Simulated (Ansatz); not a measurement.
# The false plateau in GW convergence: LiGeN (P6_3mc)

Can the band sum of G0W0 be converged at a fixed screening cutoff? A test on LiGeN (P6_3mc).

Program: Ansatz 0.2.0. Level of theory: G0W0 on PBE, plane waves, PAW; PAW set soft_1. Results are calculated unless marked as measured.

## Step 1: The structure

Symmetry: P6_3mc, No. 186, hexagonal system. The conventional cell has a = 3.012 Å, b = 3.012 Å, c = 9.419 Å, α = 90.00°, β = 90.00°, γ = 120.00°. Li has 3 N at 2.18 Å nearest. Nearest to Ge lie 3 N at 2.00 Å. N has 3 Ge at 2.00 Å and 3 Li at 2.18 Å nearest. Farther neighbours and most contacts between anions are not listed.

As a file:

```
Li Ge N
1.0
     3.01241    0.00000    0.00000
    -1.50620    2.60882    0.00000
     0.00000    0.00000    9.41946
Li Ge N
2 2 2
Direct
  0.66667 0.33333 0.74339
  0.33333 0.66667 0.24339
  0.00000 0.00000 0.49802
  0.00000 0.00000 0.99802
  0.33333 0.66667 0.60322
  0.66667 0.33333 0.10322
```

The cell and positions are those that the Materials Project relaxed with its own functionals (PBE, PBE+U or r2SCAN), kept fixed.

## Step 2: 59 empty bands, screening to 50 eV

G0W0 replaces the xc potential by the self-energy, built once from these orbitals. Only a window of levels is corrected, while the sums run over the empty bands that the input names. This step takes PAW set soft_1 files.

File input.yaml:

```yaml
crystal:
  lattice:
    - [3.0124085355, 0.0, 0.0]
    - [-1.5062042677, 2.6088223183, 0.0]
    - [0.0, 0.0, 9.419459]
  atoms:
    - { symbol: Li, position: [0.66666667, 0.33333333, 0.743392] }
    - { symbol: Li, position: [0.33333333, 0.66666667, 0.243392] }
    - { symbol: Ge, position: [0.0, 0.0, 0.498023] }
    - { symbol: Ge, position: [0.0, 0.0, 0.998023] }
    - { symbol: "N", position: [0.33333333, 0.66666667, 0.603223] }
    - { symbol: "N", position: [0.66666667, 0.33333333, 0.103223] }
kpoints:
  mp_grid: { grid: [6, 6, 2] }
hamiltonian:
  xc: pbe
  pseudopotentials: { kind: paw, azcp: { folder: soft_1 } }
scf:
  occupations: { method: fixed }
gw:
  n_empty_bands: 59
  ecut_chi: 50
  qp_bands: [v2, c2]
  qp_kpoints: band_edges
  screening: { model: contour_deformation }
```

Started as:

```
$ ansatz run input.yaml --threads 2 --pin off --max-ram 92160MiB --backend cuda --events-out ev --progress --plain --runs-dir out --devices 1 --max-vram 13GiB
```

Numbers of over 12 decimals in the logs are rounded to 6 here.

Output:

```text
GPUs: using 1 of 1 available (devices: 1).
Engine: ansatz 0.2.0, x86_64-unknown-linux-gnu
Pseudopotentials: kind: paw
Pseudopotential: Li, paw, valence charge 3, recommended cutoff 420 eV (normal), soft_1/Li.paw.azcp
Pseudopotential: Ge, paw, valence charge 14, recommended cutoff 420 eV (normal), soft_1/Ge.paw.azcp
Pseudopotential: N, paw, valence charge 5, recommended cutoff 420 eV (normal), soft_1/N.paw.azcp
Functional definition: PBE
  parameter kappa = 0.804
  parameter beta = 0.066725
  exchange = pbe_x(kappa = kappa, mu = beta*pi^2/3)
  correlation = pbe_c(beta = beta)
device memory: the entry about to start is reckoned to put 0.8 GiB on a device that reports 41.9 GiB free (of which the cap on the GPU budget leaves the run 13.0 GiB)
GPU FFT provider: cuFFT
GPU libraries: cuBLAS 13.8.2, cuFFT 12.4.0, cuSOLVER 12.3.4
Crystal: 6 atoms, lattice volume = 74.026 Å³
Basis set: ecut = 420 eV, 1399 PW (Γ)
Bands: 28, of which v1, the nominal top of the filled ones, is band 22 counted from 1 (21 counted from 0)
Symmetry: 12 space group operations
Space group: P63mc (ITA 186), of the structure as read, at distance tolerance 4.2e-5 Å
k-points: 14 of 72
Non-local potential: Li, projectors of the file, l = 0: 3, l = 1: 2, l = 2: 1
Non-local potential: Ge, projectors of the file, l = 0: 2, l = 1: 2, l = 2: 3, l = 3: 1
Non-local potential: N, projectors of the file, l = 0: 2, l = 1: 2, l = 2: 1
PAW form: soft (Blöchl's): semilocal exchange-correlation on the pseudo side does not see the compensation charge
PAW one-centre angular grid: Li, 110 points (default); XC on 96 Gauss nodes
PAW one-centre angular grid: Ge, 590 points (default); XC on 64 Gauss nodes
PAW one-centre angular grid: N, 110 points (default); XC on 64 Gauss nodes
Initial density: superposition of atomic densities (chi_scale 0.1, normalization cell, long waves kept (reshape's long-wave potential 0.12 eV rms))
Initial wavefunctions: pseudopotential atomic-orbital guess
GPU buffer pool allocated for 36864 grid points (all kernels)
GPU transforms: local potential and band sums: pruned to the plane-wave sphere, on 24×24×64
Functional: x = pbe(κ = 0.804, μ = 0.219515), c = pbe(β = 0.066725)
SCF iter   1: F=—  HF=-9769.977535 eV  |F-HF|=—  |Δ(HF+E_count)|=         —  Δρ=6.83e-2  dr2=3.07e0  ethr=3.10e-3  ⟨swp⟩=4.0  Hψ=1438  notcnv=0  defer=33
preconditioner: auto → Resta (q_TF=auto, 2.502 Å⁻¹)  ε∞=2.8  [insulator: Δε(μ)=1.650 eV  Ē_g=20.311 eV  n_scr=24 (ndim 8)  ℏωp=27.3 eV  f_vac=0.000  ε∞_Penn≈2.8]
SCF iter   2: F=—  HF=-9769.208222 eV  |F-HF|=—  |Δ(HF+E_count)|=   7.69e-1  Δρ=3.31e-2  dr2=5.44e-1  ethr=3.10e-3  ⟨swp⟩=2.0  Hψ=652  notcnv=0  defer=52
SCF iter   3: F=—  HF=-9769.110578 eV  |F-HF|=—  |Δ(HF+E_count)|=   9.76e-2  Δρ=1.42e-2  dr2=1.21e-1  ethr=1.24e-3  ⟨swp⟩=2.1  Hψ=482  notcnv=0  defer=55
SCF iter   4: F=—  HF=-9769.098555 eV  |F-HF|=—  |Δ(HF+E_count)|=   1.20e-2  Δρ=2.69e-3  dr2=4.21e-3  ethr=2.76e-4  ⟨swp⟩=2.9  Hψ=739  notcnv=0  defer=56
SCF iter   5: F=—  HF=-9769.100005 eV  |F-HF|=—  |Δ(HF+E_count)|=   1.45e-3  Δρ=1.05e-3  dr2=4.78e-4  ethr=9.58e-6  ⟨swp⟩=2.0  Hψ=672  notcnv=0  defer=56
SCF iter   6: F=—  HF=-9769.099685 eV  |F-HF|=—  |Δ(HF+E_count)|=   3.20e-4  Δρ=2.28e-4  dr2=2.36e-5  ethr=1.09e-6  ⟨swp⟩=2.0  Hψ=672  notcnv=0  defer=56
SCF iter   7: F=—  HF=-9769.099716 eV  |F-HF|=—  |Δ(HF+E_count)|=   3.14e-5  Δρ=5.86e-5  dr2=1.39e-6  ethr=5.37e-8  ⟨swp⟩=3.0  Hψ=650  notcnv=0  defer=28
SCF iter   8: F=-9769.099719 eV  HF=-9769.099719 eV  |F-HF|=4.58e-8  |Δ(HF+E_count)|=   2.17e-6  Δρ=7.52e-6  dr2=3.68e-8  ethr=2.27e-10  ⟨swp⟩=6.4  Hψ=1450  notcnv=0
SCF 1 converged in 8 iterations: F = -9769.099719 eV  dr2 = 3.68e-8
[...]
device memory: the entry about to start is reckoned to put 0.9 GiB on a device that reports 41.6 GiB free (of which the cap on the GPU budget leaves the run 13.0 GiB)
NSCF: frozen V_eff on 14 k-points, pencils in batches of 32, up to order 112
[...]
device memory: the entry about to start is reckoned to put 1.7 GiB on a device that reports 42.2 GiB free (of which the cap on the GPU budget leaves the run 13.0 GiB)
NSCF: frozen V_eff on 14 k-points
G₀W₀ screening: q 1/14
[... further progress lines ...]
SCF converged after 8 iterations
Free energy (F): -9769.099719 eV
Harris-Foulkes:  -9769.099719 eV  (|F-HF|=4.58e-8)
Internal energy: -9769.099719 eV  (E = F + TS)
E sigma→0 (E₀):  -9769.099719 eV
Fermi energy:    7.578000 eV
--- Per-component energies (eV) ---
  E_band       = -445.769552
  E_kinetic    = 474.852787
  E_local      = -5439.235389  (includes V_loc(G=0)·N_el)
  E_nonlocal   = 467.875296
  E_hartree    = 2507.323574
  E_xc         = -280.879534
  E_vxc        = -305.082537  (∫ρ·V_xc dr)
  E_paw        = -4331.039587  (= ΣΔE_a)
  E_vpaw       = -658.828167  (= ΣTr[D̂ρ^β])
  E_aug_tail   = 0.002326  (compensation charges beyond the density's cutoff)
  E_ewald      = -3167.999191
  E_smearing   = -0.000000  (= −TS)
  E_closure    = 0.000000  (closes the sum)
  Σ components = -9769.099719   (vs F -9769.099719, Δ=0.00e0)
--- Band table (eV; the first three rows and the last of 14) ---
  k-point 0: bands = [... 18 lower, 6.4820, 6.4833, 6.4833, 7.3003, 10.1465, 11.1052, 14.7704, 15.1786, ... 2 higher]
  k-point 1: bands = [... 18 lower, 6.4827, 6.4827, 6.4827, 6.4827, 10.7690, 10.7690, 14.9735, 14.9735, ... 2 higher]
  k-point 2: bands = [... 18 lower, 5.5700, 6.0101, 6.0361, 7.5131, 11.2091, 12.3259, 13.5923, 13.8388, ... 2 higher]
  k-point 13: bands = [... 18 lower, 4.4853, 4.4853, 6.8044, 6.8044, 10.0211, 10.0211, 12.0109, 12.0109, ... 2 higher]
--- G₀W₀: contour deformation, 6 samples at zero and on the imaginary axis and 1 off it, 72 q-points, 59 empty bands' worth ---
  eigenvalues of the whole cell's RPA ε∞ on this k-mesh (on a slab, of 1 + 4πα/V) = 5.8305, 8.7617, 8.7617; static W/v taken at q = 0 is 0.126639
  bands read: the sum over 81 bands ends inside a degenerate multiplet in 7 slots, whose members it reads at an even weight; the widest, k=1: bands 79 to 82 (counted from 1) at 3/4 each
  gw.qp_kpoints: band_edges: 12 of 14 stored k-points solved, in 1 pass; an edge of the gap read off the rows below is read off those points alone
    valence top: of the k-points left out ik 5 came nearest to being solved in a further pass, in band 21 (counted from 1, as in the quasiparticle table): it holds the edge there only if its correction is more favourable than any solved in that band by at least 0.547 eV; those differ by 0.511 eV
    conduction bottom: of the k-points left out ik 11 came nearest to being solved in a further pass, in band 24 (counted from 1, as in the quasiparticle table): it holds the edge there only if its correction is more favourable than any solved in that band by at least 1.213 eV; those differ by 0.612 eV
    ik  band        ε_KS         Σx   Σc(E_QP)       V_xc       Z   E_QP_lin       E_QP  E_QP is
     0    21      6.4833   -21.5983     3.5156   -18.3506  0.7450     6.7500     6.7512  root
     0    22      7.3003   -18.4841     2.9102   -15.6312  0.7425     7.3576     7.3576  root
     0    23     10.1465    -9.7921    -3.7271   -14.2555  0.7870    10.8904    10.8827  root
     0    24     11.1052   -10.2162    -4.1000   -15.3413  0.7800    12.1488    12.1302  root
     1    21      6.4827   -21.5990     3.5148   -18.3522  0.7450     6.7495     6.7506  root
     1    22      6.4827   -21.5990     3.5148   -18.3522  0.7450     6.7495     6.7506  root
     1    23     10.7690   -10.3579    -3.8940   -15.1913  0.7804    11.7230    11.7083  root
     1    24     10.7690   -10.3579    -3.8940   -15.1913  0.7804    11.7230    11.7083  root
     2    21      6.0361   -21.3489     3.5916   -17.9581  0.7415     6.2364     6.2370  root
     2    22      7.5131   -18.3964     2.8198   -15.6437  0.7464     7.5801     7.5802  root
     2    23     11.2091    -9.3902    -3.8667   -14.0854  0.7751    12.0495    12.0376  root
     2    24     12.3259   -10.4621    -4.2777   -15.9093  0.7616    13.5268    13.4954  root
     3    21      6.4928   -17.2444     2.9917   -14.1088  0.7334     6.3484     6.3489  root
     3    22      6.4928   -17.2444     2.9917   -14.1088  0.7334     6.3484     6.3489  root
[...]
12    24     10.0510    -8.6119    -3.3045   -12.4876  0.7742    10.6274    10.6222  root
    13    21      6.8044   -15.8717     1.9843   -13.7431  0.7589     6.6598     6.6602  root
    13    22      6.8044   -15.8717     1.9843   -13.7431  0.7589     6.6598     6.6602  root
    13    23     10.0211    -8.6289    -3.2927   -12.4793  0.7747    10.5836    10.5787  root
    13    24     10.0211    -8.6289    -3.2927   -12.4793  0.7747    10.5836    10.5787  root
```

Elapsed: 10 s, on 1 × NVIDIA H100 80GB HBM3 (shared by 6 runs) with 2 threads of AMD EPYC 7R13 (Zen 3), shared host; peak memory 1 GiB; 12 s of CPU time.

In the SCF lines HF is the Harris–Foulkes energy and dr2 the Hartree energy of the density residual, in eV; the loop may stop once dr2 is under the threshold and the program's other checks hold. Hψ counts applications of the Hamiltonian.

This step gave:

```yaml
bands_summed: 81
rpa_eps_infinity_on_this_mesh_eigenvalues: 5.830, 8.762, 8.762
plane_waves_in_the_screening_matrix: 65
q_points_in_the_mesh: 72
g0w0_gap_on_the_mesh: 1.936 eV
k_of_the_valence_top: 0.1667, 0.1667, 0
k_of_the_conduction_bottom: 0, -0.5, 0
starting_gap_on_the_mesh: 1.467 eV
z_at_the_valence_top: 0.7500
z_at_the_conduction_bottom: 0.7798
least_direct_g0w0_gap_on_the_computed_points: 3.148 eV
```

The gap on the mesh goes from 1.47 eV to 1.94 eV, a correction of +0.47 eV. Between the two edge states, bare exchange in place of the xc potential would open the gap by 6.01 eV, and correlation takes back 5.54 eV.

## Step 3: 308 empty bands, screening to 50 eV

Edit input.yaml of step 2 so:

```diff
@@ -20,3 +20,3 @@
 gw:
-  n_empty_bands: 59
+  n_empty_bands: 308
   ecut_chi: 50
```

Output:

```text
GPUs: using 1 of 1 available (devices: 1).
[...]
GPU FFT provider: cuFFT
GPU libraries: cuBLAS 13.8.2, cuFFT 12.4.0, cuSOLVER 12.3.4
Crystal: 6 atoms, lattice volume = 74.026 Å³
Basis set: ecut = 420 eV, 1399 PW (Γ)
Bands: 28, of which v1, the nominal top of the filled ones, is band 22 counted from 1 (21 counted from 0)
Symmetry: 12 space group operations
[...]
k-points: 14 of 72
[...]
1    24     10.7690   -10.3579    -4.2105   -15.1913  0.7809    11.3978    11.3918  root
[...]
13    21      6.8044   -15.8717     1.7563   -13.7431  0.7606     6.4296     6.4321  root
    13    22      6.8044   -15.8717     1.7563   -13.7431  0.7606     6.4296     6.4321  root
    13    23     10.0211    -8.6289    -3.5405   -12.4793  0.7753    10.3324    10.3309  root
    13    24     10.0211    -8.6289    -3.5405   -12.4793  0.7753    10.3324    10.3309  root
[key lines of the parts left out:]
SCF converged after 8 iterations
Free energy (F): -9769.099719 eV
Fermi energy:    7.578000 eV
```

Run time: 17 s. Hardware: 1 × NVIDIA H100 80GB HBM3 (shared by 6 runs) with 2 threads; peak memory 1.3 GiB; 25 s of CPU time.

Numbers from this step:

- bands summed: 330
- RPA ε∞ on this mesh (eigenvalues): 5.849, 8.781, 8.781
- plane waves in the screening matrix: 65
- G0W0 gap on the mesh: 1.926 eV
- k of the valence top: 0.1667, 0.1667, 0
- k of the conduction bottom: 0, -0.5, 0
- starting gap on the mesh: 1.467 eV
- least direct G0W0 gap on the computed points: 3.122 eV

Against the run with 6×6×2 mesh, 59 empty bands, screening to 50 eV, PAW set soft_1 files, the gap moves by −0.011 eV.

## Step 4: 168 empty bands, screening to 100 eV

Bands and screening cutoff are moved together, since each hides the error of the other.

Edit input.yaml of step 3 so:

```diff
@@ -20,4 +20,4 @@
 gw:
-  n_empty_bands: 308
-  ecut_chi: 50
+  n_empty_bands: 168
+  ecut_chi: 100
   qp_bands: [v2, c2]
```

Output:

```text
GPUs: using 1 of 1 available (devices: 1).
[...]
GPU FFT provider: cuFFT
GPU libraries: cuBLAS 13.8.2, cuFFT 12.4.0, cuSOLVER 12.3.4
Crystal: 6 atoms, lattice volume = 74.026 Å³
Basis set: ecut = 420 eV, 1399 PW (Γ)
Bands: 28, of which v1, the nominal top of the filled ones, is band 22 counted from 1 (21 counted from 0)
Symmetry: 12 space group operations
[...]
k-points: 14 of 72
[...]
1    24     10.7690   -10.3579    -4.2004   -15.1913  0.7738    11.4082    11.4020  root
[...]
13    21      6.8044   -15.8717     1.6060   -13.7431  0.7565     6.2765     6.2818  root
    13    22      6.8044   -15.8717     1.6060   -13.7431  0.7565     6.2765     6.2818  root
    13    23     10.0211    -8.6289    -3.5593   -12.4793  0.7725    10.3134    10.3121  root
    13    24     10.0211    -8.6289    -3.5593   -12.4793  0.7725    10.3134    10.3121  root
[key lines of the parts left out:]
SCF converged after 8 iterations
Free energy (F): -9769.099719 eV
Fermi energy:    7.578000 eV
```

It took 22 s on 1 × NVIDIA H100 80GB HBM3 (shared by 6 runs) with 2 threads; peak memory 1.2 GiB.

The G0W0 gap on the mesh is 2.069 eV.

## Step 5: 873 empty bands, screening to 100 eV

Edit input.yaml of step 4 so:

```diff
@@ -20,3 +20,3 @@
 gw:
-  n_empty_bands: 168
+  n_empty_bands: 873
   ecut_chi: 100
```

Output:

```text
GPUs: using 1 of 1 available (devices: 1).
[...]
GPU FFT provider: cuFFT
GPU libraries: cuBLAS 13.8.2, cuFFT 12.4.0, cuSOLVER 12.3.4
Crystal: 6 atoms, lattice volume = 74.026 Å³
Basis set: ecut = 420 eV, 1399 PW (Γ)
Bands: 28, of which v1, the nominal top of the filled ones, is band 22 counted from 1 (21 counted from 0)
Symmetry: 12 space group operations
[...]
k-points: 14 of 72
[...]
1    24     10.7690   -10.3579    -4.3740   -15.1913  0.7743    11.2315    11.2284  root
[...]
13    21      6.8044   -15.8717     1.4693   -13.7431  0.7574     6.1363     6.1452  root
    13    22      6.8044   -15.8717     1.4693   -13.7431  0.7574     6.1363     6.1452  root
    13    23     10.0211    -8.6289    -3.6729   -12.4793  0.7730    10.1990    10.1986  root
    13    24     10.0211    -8.6289    -3.6729   -12.4793  0.7730    10.1990    10.1986  root
[key lines of the parts left out:]
SCF converged after 8 iterations
Free energy (F): -9769.099719 eV
Fermi energy:    7.578000 eV
```

The job ended after 79 s (1 × NVIDIA H100 80GB HBM3 (shared by 6 runs) with 2 threads; peak memory 2 GiB).

The G0W0 gap on the mesh is 2.086 eV.

## Step 6: 59 empty bands, screening to 150 eV

Edit input.yaml of step 5 so:

```diff
@@ -20,4 +20,4 @@
 gw:
-  n_empty_bands: 873
-  ecut_chi: 100
+  n_empty_bands: 59
+  ecut_chi: 150
   qp_bands: [v2, c2]
```

Output:

```text
GPUs: using 1 of 1 available (devices: 1).
[...]
GPU FFT provider: cuFFT
GPU libraries: cuBLAS 13.8.2, cuFFT 12.4.0, cuSOLVER 12.3.4
Crystal: 6 atoms, lattice volume = 74.026 Å³
Basis set: ecut = 420 eV, 1399 PW (Γ)
Bands: 28, of which v1, the nominal top of the filled ones, is band 22 counted from 1 (21 counted from 0)
Symmetry: 12 space group operations
[...]
k-points: 14 of 72
[...]
1    24     10.7690   -10.3579    -3.8473   -15.1913  0.7717    11.7713    11.7550  root
[...]
13    21      6.8044   -15.8717     1.9131   -13.7431  0.7557     6.5880     6.5889  root
    13    22      6.8044   -15.8717     1.9131   -13.7431  0.7557     6.5880     6.5889  root
    13    23     10.0211    -8.6289    -3.2620   -12.4793  0.7721    10.6148    10.6094  root
    13    24     10.0211    -8.6289    -3.2620   -12.4793  0.7721    10.6148    10.6094  root
[key lines of the parts left out:]
SCF converged after 8 iterations
Free energy (F): -9769.099719 eV
Fermi energy:    7.578000 eV
```

The job ended after 13 s (1 × NVIDIA H100 80GB HBM3 (shared by 6 runs) with 2 threads; peak memory 1.2 GiB).

The G0W0 gap on the mesh is 2.036 eV.

## Step 7: 308 empty bands, screening to 150 eV

Edit input.yaml of step 6 so:

```diff
@@ -20,3 +20,3 @@
 gw:
-  n_empty_bands: 59
+  n_empty_bands: 308
   ecut_chi: 150
```

Output:

```text
GPUs: using 1 of 1 available (devices: 1).
[...]
GPU FFT provider: cuFFT
GPU libraries: cuBLAS 13.8.2, cuFFT 12.4.0, cuSOLVER 12.3.4
Crystal: 6 atoms, lattice volume = 74.026 Å³
Basis set: ecut = 420 eV, 1399 PW (Γ)
Bands: 28, of which v1, the nominal top of the filled ones, is band 22 counted from 1 (21 counted from 0)
Symmetry: 12 space group operations
[...]
k-points: 14 of 72
[...]
1    24     10.7690   -10.3579    -4.3766   -15.1913  0.7717    11.2288    11.2257  root
[...]
13    21      6.8044   -15.8717     1.4516   -13.7431  0.7562     6.1180     6.1274  root
    13    22      6.8044   -15.8717     1.4516   -13.7431  0.7562     6.1180     6.1274  root
    13    23     10.0211    -8.6289    -3.6610   -12.4793  0.7719    10.2109    10.2104  root
    13    24     10.0211    -8.6289    -3.6610   -12.4793  0.7719    10.2109    10.2104  root
[key lines of the parts left out:]
SCF converged after 8 iterations
Free energy (F): -9769.099719 eV
Fermi energy:    7.578000 eV
```

Wall time 30 s (1 × NVIDIA H100 80GB HBM3 (shared by 6 runs) with 2 threads); peak memory 1.4 GiB.

The G0W0 gap on the mesh is 2.137 eV.

(Continued in part 2 of 2.)

[Paths, hosts, dates, memory and timing lines, banners, echoed tables and standing remarks are left out of the program output.]

[Logs are printed without paths, hosts, clocks, repeated set-up lines and the standing remarks that a program may print on its own settings, such as how far it seeks lower states.]

[Runs of the session that timed out or met a known fault of the program may be left out.]

[Cells called generated may have been cut or substituted from an entry of the Crystallography Open Database or the Materials Project.]

[Hosts, paths, dates, database ids (printed as entryN), source tags and the programs' standing remarks are cut or masked in the printed files.]
